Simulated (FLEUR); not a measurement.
**free Ni(111) film, 1 layer: parallel and opposed starts**

Aim: find out whether free Ni(111) film, 1 layer carries moments, and which collinear order costs least.

Main program and level: FLEUR MaX-R8.1; PBEsol; all-electron FLAPW film, Dirac cores, scalar-relativistic bands.

## 1. The structure

The cell holds 1 atom: 1 Ni. Its edges and angles: a = 2.492 Å, b = 2.492 Å, c = 14.000 Å, α = 90.0°, β = 90.0°, γ = 120.0°. Layers at typed spacings, unrelaxed. Vacuum lies along c.

Structure file:

```xyz
1
Lattice="2.4917 0.0000 0.0000 -1.2458 2.1579 0.0000 0.0000 0.0000 14.0000" Properties=species:S:1:pos:R:3
Ni    0.0000    0.0000    7.0000
```

## 2. Start 1: ferro +

The parallel start is the test of whether parallel moments hold.

inpgen writes inp.xml from crystal.txt; cutoffs, mixing, functional, smearing and local orbitals are then set in the file. The k list default-1 (kpts.xml, not shown) is a Γ-centred 18×18×1 mesh; where the ranks do not divide the number of points, some are split in two of half the weight.

inp.xml

```
<?xml version="1.0" encoding="UTF-8" standalone="no"?>
<fleurInput fleurInputVersion="0.39">
   <comment>
      Ni
   </comment>
   <calculationSetup>
      <cutoffs Kmax="3.66" Gmax="11.0" GmaxXC="11.0" numbands="0"/>
      <scfLoop itmax="120" minDistance="0.00002" maxIterBroyd="15" imix="Anderson" alpha="0.03" precondParam="0.0" spinf="2.0" sdNocoIR="T"/>
      <coreElectrons ctail="T" frcor="F" kcrel="1" coretail_lmax="0"/>
      <xcFunctional name="PBEs" relativisticCorrections="F"/>
      <magnetism jspins="2"/>
      <soc l_soc="F" theta="0.0" phi="0.0" spav="F"/>
      <expertModes spex="0" secvar="F"/>
      <geometryOptimization l_f="F" forcealpha="1.0" forcemix="BFGS" epsdisp="0.00001" epsforce="0.00001"/>
      <ldaU l_linMix="F" mixParam="0.05" spinf="1.0"/>
   </calculationSetup>
   <cell>
      <bzIntegration valenceElectrons="18.0" mode="hist" fermiSmearingEnergy="0.00183747">
         <kPointListSelection listName="default-1"/>
         <xi:include xmlns:xi="http://www.w3.org/2001/XInclude" href="kpts.xml"> </xi:include>
      </bzIntegration>
      <xi:include xmlns:xi="http://www.w3.org/2001/XInclude" href="sym.xml"> </xi:include>
      <filmLattice scale="1.0" dVac="5.28" dTilda="7.78">
         <bravaisMatrixFilm>
            <row-1>    4.7086300406703598     0.0000001262337051</row-1>
            <row-2>   -2.3543151296652853     4.0777931691130949</row-2>
         </bravaisMatrixFilm>
         <vacuumEnergyParameters vacuum="1" spinUp="-.25" spinDown="-.25"/>
      </filmLattice>
   </cell>
   <atomSpecies>
      <species name="Nickel (Ni1.000" element="Ni" atomicNumber="28">
         <mtSphere radius="2.24" gridPoints="741" logIncrement="0.016"/>
         <atomicCutoffs lmax="8" lnonsphr="6"/>
         <electronConfig flipSpins="F">
            <coreConfig>(1s1/2) (2s1/2) (2p1/2) (2p3/2)</coreConfig>
            <valenceConfig>(3s1/2) (3p1/2) (3p3/2) (4s1/2) (3d3/2) (3d5/2)</valenceConfig>
            <stateOccupation state="(3d3/2)" spinUp="1.6" spinDown="1.6"/>
            <stateOccupation state="(3d5/2)" spinUp="2.9" spinDown="1.9"/>
         </electronConfig>
         <energyParameters s="4" p="4" d="3" f="4"/>
         <lo type="SCLO" l="0" n="3" eDeriv="0"/>
         <lo type="SCLO" l="1" n="3" eDeriv="0"/>
      </species>
   </atomSpecies>
   <atomGroups>
      <atomGroup species="Nickel (Ni1.000">
         <filmPos label="                   1">.0000000000 .0000000000 .0000000000</filmPos>
         <force calculate="T" relaxXYZ="TTT"/>
      </atomGroup>
   </atomGroups>
   <output dos="F" band="F" slice="F">
      <bandDOS minEnergy="-.5*Htr" maxEnergy="0.5*Htr" sigma="0.015" storeEVData="T"/>
      <plotting iplot="0" polar="F">
         <plot TwoD="T" vec1="  1.0  0.0  0.0" vec2="  0.0  1.0  0.0" vec3="  0.0  0.0  1.0" zero="  0.0  0.0 -0.5" file="plot"/>
      </plotting>
      <moessbauerParams electricFieldGradient="F" isomerShift="T" coreHyperfine="T" valenceHyperfine="T"/>
   </output>
</fleurInput>
```

crystal.txt

```
Ni
&input film=T cartesian=F /
2.49169971213  0.00000006680  0.00000000000
-1.24584991392  2.15787521590  0.00000000000
0.00000000000  0.00000000000  1.00000000000
1.8897261246
1.0 1.0 1.0

1
28 0.00000000000  0.00000000000  0.00000000000 : 1.000

&kpt div1=18 div2=18 div3=1 gamma=T /
```

On the command line:

```
OMP_NUM_THREADS=1 inpgen -f crystal.txt > inpgen.log  # inp.xml is then edited as shown
OMP_NUM_THREADS=1 mpirun -n 4 fleur_MPI > fleur.log
```

The log of the run:

```text
Welcome to FLEUR        (www.flapw.de)
      MaX-Release 8.1          (www.max-centre.eu)

 ========== k-point set info ==========
 Selected k-point list: default-1
 k-point list type: mesh
 0 x 0 x 0
 Number of k points: 40

 ------------Calculation Setup---------------------------
 Number of MPI-tasks      :            4
 Number of PE/node        :            4
 Number of OMP-threads    :            1
 k-points in parallel     :            4
 pe's per k-point         :            1
 No of k-point loops      :           10
 Eigenvalue solver        :       lapack
 Number of basis functions:          141
 Approximate size of matrices (H+S) per k-point:         0.000 GB
 --------------------------------------------------------
 [... lines of the core solver left out ...]
 Iteration:     1   Distance:      21.29166496 me/bohr^3
 [... lines of the core solver left out ...]
 Iteration:     2   Distance:      17.55098739 me/bohr^3
 [... lines of the core solver left out ...]
 Iteration:     3   Distance:       8.63529790 me/bohr^3
 [... lines of the core solver left out ...]
 Iteration:     4   Distance:       8.91452324 me/bohr^3
 [... lines of the core solver left out ...]
 Iteration:     5   Distance:       5.34009518 me/bohr^3
 [... lines of the core solver left out ...]
 Iteration:     6   Distance:       7.02355487 me/bohr^3
 [... lines of the core solver left out ...]
 Iteration:     7   Distance:       2.80902095 me/bohr^3
 [... lines of the core solver left out ...]
 Iteration:     8   Distance:       2.41621193 me/bohr^3
 [... lines of the core solver left out ...]
 Iteration:     9   Distance:       2.37376991 me/bohr^3
 [... lines of the core solver left out ...]
 Iteration:    10   Distance:       0.72957549 me/bohr^3
 [... lines of the core solver left out ...]
 Iteration:    11   Distance:       0.32065000 me/bohr^3
 [... lines of the core solver left out ...]
 Iteration:    12   Distance:       0.06274297 me/bohr^3
 [... lines of the core solver left out ...]
 Iteration:    13   Distance:       0.12035614 me/bohr^3
 [... lines of the core solver left out ...]
[... rest left out ...]

--- out.xml (last complete iteration) ---
<iteration numberForCurrentRun="   24" overallNumber="   24">
         <energyParameters units="Htr">
            <atomicEP atomType="1" spin="1" branch="4s" branchLowest="-3.98" branchHighest="1.27" value="-0.2970026915"/>
            <atomicEP atomType="1" spin="1" branch="4p" branchLowest="-2.52" branchHighest="1.88" value="-0.1501893561"/>
            <atomicEP atomType="1" spin="1" branch="3d" branchLowest="-9.99" branchHighest="-0.16" value="-0.2626623836"/>
            <atomicEP atomType="1" spin="1" branch="4f" branchLowest="-9.99" branchHighest="3.24" value="0.1738717567"/>
            <loAtomicEP atomType="1" spin="1" branch="3s" branchLowest="-35.94" branchHighest="-3.98" value="-3.9860322267"/>
            <loAtomicEP atomType="1" spin="1" branch="3p" branchLowest="-30.91" branchHighest="-2.52" value="-2.5362419266"/>
            <vacuumEP vacuum="1" spin="1" vzIR="-0.2592049000" vzInf="0.0000000000" value="-0.2500000000"/>
            <atomicEP atomType="1" spin="2" branch="4s" branchLowest="-3.94" branchHighest="1.29" value="-0.2984829693"/>
            <atomicEP atomType="1" spin="2" branch="4p" branchLowest="-2.48" branchHighest="1.91" value="-0.1539847671"/>
            <atomicEP atomType="1" spin="2" branch="3d" branchLowest="-9.99" branchHighest="-0.12" value="-0.2330249329"/>
            <atomicEP atomType="1" spin="2" branch="4f" branchLowest="-9.99" branchHighest="3.26" value="0.1685676208"/>
            <loAtomicEP atomType="1" spin="2" branch="3s" branchLowest="-35.92" branchHighest="-3.94" value="-3.9475047470"/>
            <loAtomicEP atomType="1" spin="2" branch="3p" branchLowest="-30.90" branchHighest="-2.48" value="-2.4986772844"/>
            <vacuumEP vacuum="1" spin="2" vzIR="-0.2689591588" vzInf="0.0000000000" value="-0.2500000000"/>
         </energyParameters>
         <bandgap value="0.0236395388" units="eV"/>
         <sumValenceSingleParticleEnergies value="-25.6191132946" units="Htr"/>
         <FermiEnergy value="-0.2015633190" units="Htr"/>
         <valenceDensity>
            <mtCharges spin="1">
               <mtCharge atomType="1" total="8.8117451" s="1.2025335" p="3.0885551" d="4.5132885" f="0.0055082"/>
            </mtCharges>
            <mtCharges spin="2">
               <mtCharge atomType="1" total="7.9503119" s="1.2118257" p="3.1069346" d="3.6240141" f="0.0057391"/>
            </mtCharges>
            <spinDependentCharge spin="1" total="9.3956297" interstitial="0.5025248" mtSpheres="8.8117451" vacuum1="0.0406799"/>
            <spinDependentCharge spin="2" total="8.6043706" interstitial="0.5532534" mtSpheres="7.9503119" vacuum1="0.0504026"/>
            <totalCharge value="18.0000002511"/>
         </valenceDensity>
         <allElectronCharges>
            <spinDependentCharge spin="1" total="14.3956317" interstitial="0.5025248" mtSpheres="13.8117472" vacuum1="0.0406799"/>
            <spinDependentCharge spin="2" total="13.6043685" interstitial="0.5532534" mtSpheres="12.9503098" vacuum1="0.0504026"/>
            <totalCharge value="28.0000002515"/>
         </allElectronCharges>
         <magneticMomentsInMTSpheres units="muBohr">
            <globalMagMoment atomType="1" vec="0.00000   0.00000   0.86144"/>
            <localMagMoment atomType="1" vec="0.00000   0.00000   0.86144"/>
         </magneticMomentsInMTSpheres>
         <moessbauerParams unitsHFF="kG" unitsIS="e/bohr^3" unitsEFG="Htr/bohr^2">
            <coreHyperfineField atomType="1" hffTotal="-270.20968" isTotal="19392.74067">
               <shell n="1" l="0" hff="-6.06642" isomerShift="17679.94320"/>
               <shell n="2" l="0" hff="-265.07234" isomerShift="1701.75832"/>
               <shell n="2" l="1" hff="0.92908" isomerShift="11.03915"/>
            </coreHyperfineField>
            <isomerShift atomType="1" nucleusRadius="0.0000918" averageDensity="19650.72355"/>
         </moessbauerParams>
         <totalEnergy value="    -1519.4961539568" units="Htr">
            <sumOfEigenvalues value="     -885.6324157919">
               <coreElectrons value="-860.0133024972"/>
               <valenceElectrons value="-25.6191132946"/>
            </sumOfEigenvalues>
            <densityCoulombPotentialIntegral value="-2347.5202784926"/>
            <densityEffectivePotentialIntegral value="-2429.0341666947"/>
            <chargeDenXCDenIntegral value="-62.2033829226"/>
            <FockExchangeEnergyValence value="0.0000000000"/>
            <FockExchangeEnergyCore value="0.0000000000"/>
            <atomTypeDependentContributions atomType="1">
               <electronNucleiInteractionDifferentMTs value="1821.7962625028"/>
               <MadelungTerm value="-5.1381201879"/>
            </atomTypeDependentContributions>
            <tkbTimesEntropy value="0.0007026483"/>
            <freeEnergy value="-1519.4968566051"/>
            <extrapolationTo0K value="-1519.4965052810"/>
         </totalEnergy>
         <densityConvergence units="me/bohr^3">
            <chargeDensity spin="1" distance="0.0000036859"/>
            <chargeDensity spin="2" distance="0.0000048363"/>
            <overallChargeDensity distance="0.0000067767"/>
            <spinDensity distance="0.0000052941"/>
         </densityConvergence>
      </iteration>
```

Elapsed: 15 s, on 4 MPI ranks of Arm Neoverse V1, shared host; peak memory 0.19 GiB; 60 s of CPU time.

This step gave:

```
free energy                                                       : -41347.6159 eV
program's band gap on this mesh (in a metal only a level spacing) : 0.02364 eV
magnetization                                                     : 0.7913 μB
final state                                                       : ferromagnetic
largest moment                                                    : 0.8614 μB
```

After 24 cycles the largest moment stands at 0.861 μB.

## 3. Order 2, typed as antiferro q=(0,1/2,0) +-

Reversing part of the moments tests the sign of the couplings between them.

The cell is doubled to 2 atoms to hold this order. The mesh is halved along the doubled vector, so that both cells sample the same points. The k list default-1 (kpts.xml, not shown) is a Γ-centred 18×9×1 mesh.

Edit inp.xml of step 2 so:

```diff
@@ -17,3 +17,3 @@
    <cell>
-      <bzIntegration valenceElectrons="18.0" mode="hist" fermiSmearingEnergy="0.00183747">
+      <bzIntegration valenceElectrons="36.0" mode="hist" fermiSmearingEnergy="0.00183747">
          <kPointListSelection listName="default-1"/>
@@ -24,4 +24,4 @@
          <bravaisMatrixFilm>
-            <row-1>    4.7086300406703598     0.0000001262337051</row-1>
-            <row-2>   -2.3543151296652853     4.0777931691130949</row-2>
+            <row-1>    4.7086305846658192     0.0000000000000000</row-1>
+            <row-2>   -4.7086305846658192     8.1555855222424505</row-2>
          </bravaisMatrixFilm>
@@ -44,2 +44,15 @@
       </species>
+      <species name="Nickel (Ni-1.000" element="Ni" atomicNumber="28">
+         <mtSphere radius="2.24" gridPoints="741" logIncrement="0.016"/>
+         <atomicCutoffs lmax="8" lnonsphr="6"/>
+         <electronConfig flipSpins="F">
+            <coreConfig>(1s1/2) (2s1/2) (2p1/2) (2p3/2)</coreConfig>
+            <valenceConfig>(3s1/2) (3p1/2) (3p3/2) (4s1/2) (3d3/2) (3d5/2)</valenceConfig>
+            <stateOccupation state="(3d3/2)" spinUp="1.6" spinDown="1.6"/>
+            <stateOccupation state="(3d5/2)" spinUp="1.9" spinDown="2.9"/>
+         </electronConfig>
+         <energyParameters s="4" p="4" d="3" f="4"/>
+         <lo type="SCLO" l="0" n="3" eDeriv="0"/>
+         <lo type="SCLO" l="1" n="3" eDeriv="0"/>
+      </species>
    </atomSpecies>
@@ -48,2 +61,6 @@
          <filmPos label="                   1">.0000000000 .0000000000 .0000000000</filmPos>
+         <force calculate="T" relaxXYZ="TTT"/>
+      </atomGroup>
+      <atomGroup species="Nickel (Ni-1.000">
+         <filmPos label="                   2">.0000000000 1.000/2.000 .0000000000</filmPos>
          <force calculate="T" relaxXYZ="TTT"/>
```

crystal.txt

```
Ni
&input film=T cartesian=F /
2.49170000000  0.00000000000  0.00000000000
-2.49170000000  4.31575000000  0.00000000000
0.00000000000  0.00000000000  1.00000000000
1.8897261246
1.0 1.0 1.0

2
28 0.00000000000  0.00000000000  0.00000000000 : 1.000
28 0.00000000000  0.50000000000  0.00000000000 : -1.000

&kpt div1=18 div2=9 div3=1 gamma=T /
```

The log of the run:

```text
[banner, memory and clock lines left out]
Welcome to FLEUR        (www.flapw.de)
      MaX-Release 8.1          (www.max-centre.eu)

 ========== k-point set info ==========
 Selected k-point list: default-1
 k-point list type: mesh
 0 x 0 x 0
 Number of k points: 84

 ------------Calculation Setup---------------------------
 Number of PE/node        :            4
 Number of OMP-threads    :            1
 k-points in parallel     :            4
 pe's per k-point         :            1
 No of k-point loops      :           21
 Eigenvalue solver        :       lapack
 Number of basis functions:          271
 Approximate size of matrices (H+S) per k-point:         0.001 GB
 [... lines of the core solver left out ...]
 Iteration:     1   Distance:      23.94664983 me/bohr^3
 [... lines of the core solver left out ...]
 Iteration:     2   Distance:      20.09903298 me/bohr^3
 [... lines of the core solver left out ...]
 Iteration:     3   Distance:      10.38446515 me/bohr^3
 [... lines of the core solver left out ...]
 Iteration:     4   Distance:       8.74542593 me/bohr^3
 [... lines of the core solver left out ...]
 Iteration:     5   Distance:       5.89325164 me/bohr^3
 [... lines of the core solver left out ...]
 Iteration:     6   Distance:       5.89903483 me/bohr^3
 [... lines of the core solver left out ...]
 Iteration:     7   Distance:       3.88585469 me/bohr^3
 [... lines of the core solver left out ...]
[... rest left out ...]

--- out.xml (last complete iteration) ---
<iteration numberForCurrentRun="   39" overallNumber="   39">
         [... left out ...]
         <bandgap value="0.0006692481" units="eV"/>
         <sumValenceSingleParticleEnergies value="-51.1361882743" units="Htr"/>
         <FermiEnergy value="-0.2075764733" units="Htr"/>
         <valenceDensity>
            <mtCharges spin="1">
               <mtCharge atomType="1" total="8.6377233" s="1.2087792" p="3.0997409" d="4.3216962" f="0.0056796"/>
               <mtCharge atomType="2" total="8.1286268" s="1.2030257" p="3.0943137" d="3.8238003" f="0.0056399"/>
            </mtCharges>
            <mtCharges spin="2">
               <mtCharge atomType="1" total="8.1286269" s="1.2030257" p="3.0943137" d="3.8238004" f="0.0056399"/>
               <mtCharge atomType="2" total="8.6377234" s="1.2087792" p="3.0997409" d="4.3216963" f="0.0056796"/>
            </mtCharges>
            <spinDependentCharge spin="1" total="18.0000002" interstitial="1.0533207" mtSpheres="16.7663501" vacuum1="0.0901647"/>
            <spinDependentCharge spin="2" total="18.0000003" interstitial="1.0533207" mtSpheres="16.7663503" vacuum1="0.0901647"/>
            <totalCharge value="36.0000005035"/>
         </valenceDensity>
         [... left out ...]
         <magneticMomentsInMTSpheres units="muBohr">
            <globalMagMoment atomType="1" vec="0.00000   0.00000   0.50910"/>
            <localMagMoment atomType="1" vec="0.00000   0.00000   0.50910"/>
            <globalMagMoment atomType="2" vec="0.00000   0.00000  -0.50910"/>
            <localMagMoment atomType="2" vec="0.00000   0.00000  -0.50910"/>
         </magneticMomentsInMTSpheres>
         [... left out ...]
         <totalEnergy value="    -3038.9844044137" units="Htr">
            <sumOfEigenvalues value="    -1771.1155493844">
               <coreElectrons value="-1719.9793611101"/>
               <valenceElectrons value="-51.1361882743"/>
            </sumOfEigenvalues>
            <densityCoulombPotentialIntegral value="-4694.8872563255"/>
            <densityEffectivePotentialIntegral value="-4857.9028433179"/>
            <chargeDenXCDenIntegral value="-124.3975997034"/>
            <FockExchangeEnergyValence value="0.0000000000"/>
            <FockExchangeEnergyCore value="0.0000000000"/>
         [... left out ...]
            <tkbTimesEntropy value="0.0026502909"/>
            <freeEnergy value="-3038.9870547045"/>
            <extrapolationTo0K value="-3038.9857295591"/>
         </totalEnergy>
         <densityConvergence units="me/bohr^3">
            <chargeDensity spin="1" distance="0.0000048189"/>
            <chargeDensity spin="2" distance="0.0000050722"/>
            <overallChargeDensity distance="0.0000065222"/>
            <spinDensity distance="0.0000074403"/>
         </densityConvergence>
      </iteration>
```

The job ended after 85 s (4 MPI ranks; peak memory 0.4 GiB).

This step gave:

* free energy: -82695.0505 eV
* program's band gap on this mesh (in a metal only a level spacing): 6.69e-4 eV
* magnetization: 0 μB
* final state: antiferromagnetic
* largest moment: 0.5091 μB

It lies 90.6 meV a seeded atom over the first start, and its largest moment is 0.509 μB against 0.861 μB.

[end of part 1 of 2]

[Logs and program files are shortened in this print: banners, set-up blocks, solver, clock and traceback lines can be left out without a mark of their own.]

[Logs are printed without paths, hosts, clocks, repeated set-up lines and the standing remarks that a program may print on its own settings, such as how far it seeks lower states.]

[Hosts, paths, dates, database ids (printed as entryN), source tags and the programs' standing remarks are cut or masked in the printed files.]

[Where a cell is said to come from a database of computed structures, the database is the Materials Project.]
